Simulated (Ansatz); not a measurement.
**The perfect C wire along [100], 25 atoms a period, H-terminated**

Aim: is the C wire along [100], 25 atoms a period, H-terminated a metal or a semiconductor?

Main program and level: Ansatz 0.2.0; DFT PBE, plane waves, PAW; relaxation of a wire's period; PAW set soft_1, in the first sound run; inputs show where later runs differ.

This is a report of a sequence of runs, with most program output left out.

### Step 1. The starting structure

The cell holds 45 atoms: 25 C and 20 H. Cell: a = 15.233 Å, b = 15.233 Å, c = 3.570 Å, α = 90.0°, β = 90.0°, γ = 90.0°. Vacuum lies along a and b. The structure's axis is c.

### Step 2. The relaxed wire

Band widths follow the bond lengths, so the wire is relaxed first. The atoms and the third cell vector are free; the box across stays fixed as vacuum. A Fermi-Dirac smearing is set since the result may be a metal. The pressure printed is a third of the stress's trace over the whole box, vacuum included; only the stress along the axis is relaxed.

input.yaml

```yaml
crystal:
  lattice:
    - [15.233, 0.0, 0.0]
    - [0.0, 15.233, 0.0]
    - [0.0, 0.0, 3.57]
  atoms:
    - { symbol: C, position: [0.382828878, 0.500008685, 0.0] }
    - { symbol: C, position: [0.500008685, 0.382828878, 0.0] }
    - { symbol: C, position: [0.500008685, 0.617188492, 0.0] }
    - { symbol: C, position: [0.617188492, 0.500008685, 0.0] }
    - { symbol: H, position: [0.281789536, 0.398969343, 0.068870504] }
    - { symbol: H, position: [0.398969343, 0.281789536, 0.068870504] }
    - { symbol: H, position: [0.601048028, 0.718227835, 0.068870504] }
    - { symbol: H, position: [0.718227835, 0.601048028, 0.068870504] }
[... 33 atom lines left out ...]
    - { symbol: H, position: [0.281789536, 0.601048028, 0.931129496] }
    - { symbol: H, position: [0.398969343, 0.718227835, 0.931129496] }
    - { symbol: H, position: [0.601048028, 0.281789536, 0.931129496] }
    - { symbol: H, position: [0.718227835, 0.398969343, 0.931129496] }
kpoints:
  mp_grid: { grid: [1, 1, 23] }
scf:
  occupations: { method: fermi_dirac, width: 0.05 }
hamiltonian:
  xc: pbe
  pseudopotentials: { kind: paw, azcp: { folder: soft_1 } }
relax:
  cell: { fix: [a, b, alpha, beta, gamma] }
  max_steps: 45
  f_tol: 0.03
```

On the command line:

```console
ansatz run input.yaml --threads 8 --pin off --max-ram 16384MiB --backend cpu --events-out ev --progress --plain --runs-dir out
```

Run time: 38 s. Hardware: 8 threads of AMD EPYC 9B45 (Zen 5), shared host; peak memory 3.4 GiB.

The steps of the relaxation:

```
step  energy less that of the first step (eV)  largest force component (eV/Å)  pressure (GPa)  volume (Å³)
   1                                   0.0000                          0.7015           -0.19       828.40
   2                                  -0.5475                          0.4256           -0.30       859.26
   3                                  -0.6644                          0.1315           -0.13       851.73
   4                                  -0.6689                          0.0471           -0.05       851.10
   5                                  -0.6694                          0.0106           -0.01       851.15
  6*                                  -0.6951                          0.0126            0.04       851.15
   7                                  -0.6947                          0.0030            0.00       851.74
  8*                                  -0.6952                          0.0030            0.00       851.74
```

Relaxation steps marked * repeat the geometry before them on a plane-wave basis chosen anew for their cell, so energy and pressure can jump there.

The run keeps the 8 symmetry operations that it works with, so distortions that break them were not tested.

```
cell as run  before  after  change
      c (Å)   3.570  3.671  +2.8 %
```

The atoms that moved most (Å, along periodic axes as changes of fractional coordinates times the final cell, across vacuum about the mean position):

```csv
atom,dx,dy,dz,length
H31,0.009,0.009,-0.102,0.103
H16,0.009,-0.009,0.102,0.103
H19,-0.009,0.009,0.102,0.103
H34,-0.009,-0.009,-0.102,0.103
H8,-0.010,-0.002,0.096,0.097
H7,-0.002,-0.010,0.096,0.097
H43,0.002,-0.010,-0.096,0.097
H45,-0.010,0.002,-0.096,0.097
```

Numbers from this step:

- cell length along the wire: 3.671 Å

The cell's length comes to 3.671 Å with spin left out.

### Step 3. The wire at its relaxed period

This step: DFT PBE, plane waves, PAW; bands of a perfect wire; PAW set soft_1 (Ansatz 0.2.0).

At the relaxed period the bands are computed along the axis; those that cross an energy going forward count the channels that a perfect wire would open there.

input.yaml

```yaml
crystal:
  lattice:
    - [15.233, 0.0, 0.0]
    - [0.0, 15.233, 0.0]
    - [0.0, 0.0, 3.6705896456]
  atoms:
    - { symbol: C, position: [0.381898627, 0.500008685, 0.0] }
    - { symbol: C, position: [0.500008685, 0.381898627, 0.0] }
    - { symbol: C, position: [0.500008685, 0.618118743, 0.0] }
    - { symbol: C, position: [0.618118743, 0.500008685, 0.0] }
    - { symbol: H, position: [0.282452981, 0.399107962, 0.095138035] }
    - { symbol: H, position: [0.399107962, 0.282452981, 0.095138035] }
    - { symbol: H, position: [0.600909408, 0.717564389, 0.095138035] }
    - { symbol: H, position: [0.717564389, 0.600909408, 0.095138035] }
[... 33 atom lines left out ...]
    - { symbol: H, position: [0.282452981, 0.600909408, 0.904861965] }
    - { symbol: H, position: [0.399107962, 0.717564389, 0.904861965] }
    - { symbol: H, position: [0.600909408, 0.282452981, 0.904861965] }
    - { symbol: H, position: [0.717564389, 0.399107962, 0.904861965] }
kpoints:
  mp_grid: { grid: [1, 1, 22] }
  band_path: { path: ["Γ", Z], npoints: 90 }
scf:
  occupations: { method: fermi_dirac, width: 0.05 }
hamiltonian:
  xc: pbe
  pseudopotentials: { kind: paw, azcp: { folder: soft_1 } }
output:
  dos: { e_range: [-5, 4] }
  write_potential: true
  write_density: true
  volumetric_format: npy
```

The job ended after 45 s (8 threads; peak memory 6.3 GiB).

Numbers from this step:

```yaml
band_gap: 3.215 eV
```

The electronic bands at the labelled points (eV, zero at the Fermi level; v1 is the highest filled band, c1 the lowest empty one):

| point | v4 | v3 | v2 | v1 | c1 | c2 | c3 | c4 |
| --- | --- | --- | --- | --- | --- | --- | --- | --- |
| Γ | -2.66 | -2.61 | -1.62 | -1.62 | 1.60 | 2.16 | 2.16 | 2.17 |
| halfway | -3.11 | -2.62 | -2.62 | -2.25 | 2.29 | 2.82 | 2.82 | 2.83 |
| Z | -3.77 | -3.72 | -3.31 | -3.31 | 3.88 | 4.28 | 4.36 | 4.37 |

The gap is 3.22 eV, with spin left out.

The path shows a direct gap of 3.22 eV (valence top at Γ, conduction bottom at Γ).

### Step 4. Another level of theory, cutoff 500 eV, k-mesh 1×1×17

This step: DFT r2SCAN, plane waves, PAW; bands of a perfect wire at the PBE geometry; PAW set soft_1 (Ansatz 0.2.0).

The atoms stay at the PBE geometry and the functional changes. r2SCAN also reads the kinetic-energy density; it often gives larger moments and wider gaps than PBE, at a higher cost. Against the first PBE run of this kind, the cutoff is 500 eV against 420 and the mesh along the wire has 17 points against 22.

Edit input.yaml of step 3 so:

```diff
@@ -52,3 +52,3 @@
 kpoints:
-  mp_grid: { grid: [1, 1, 22] }
+  mp_grid: { grid: [1, 1, 17] }
   band_path: { path: ["Γ", Z], npoints: 90 }
@@ -57,8 +57,3 @@
 hamiltonian:
-  xc: pbe
+  xc: r2scan
   pseudopotentials: { kind: paw, azcp: { folder: soft_1 } }
-output:
-  dos: { e_range: [-5, 4] }
-  write_potential: true
-  write_density: true
-  volumetric_format: npy
```

Wall time 64 s (8 threads); peak memory 9.1 GiB; 8.2 min of CPU time.

Numbers from this step:

| Quantity | Value |
| --- | --- |
| band gap | 3.779 eV |

The electronic bands at the labelled points (eV, zero at the Fermi level; v1 is the highest filled band, c1 the lowest empty one):

```csv
point,v4,v3,v2,v1,c1,c2,c3,c4
Γ,-3.00,-2.92,-1.90,-1.90,1.88,2.47,2.47,2.53
halfway,-3.47,-2.94,-2.94,-2.56,2.59,3.14,3.15,3.15
Z,-4.15,-4.11,-3.69,-3.69,4.16,4.56,4.71,4.72
```

The gap is 3.78 eV, against 3.22 eV under PBE at the relaxed period.

### Step 5. Summary of results

```
cell length, PBE : 3.671 Å
gap, PBE         : 3.22 eV
gap, r2SCAN      : 3.78 eV
```

In words: Under PBE the cell's length is 3.67 Å, and a gap of 3.22 eV makes it a semiconductor. At the relaxed period the wire is gapped under every functional, from 3.22 eV (PBE) to 3.78 eV (r2SCAN). Weak screening in one dimension makes quasiparticle gaps larger than the semilocal gaps, as a rule.

[Logs are printed without paths, hosts, clocks, repeated set-up lines and the standing remarks that a program may print on its own settings, such as how far it seeks lower states.]

[Hosts, paths, dates, database ids (printed as entryN), source tags and the programs' standing remarks are cut or masked in the printed files.]
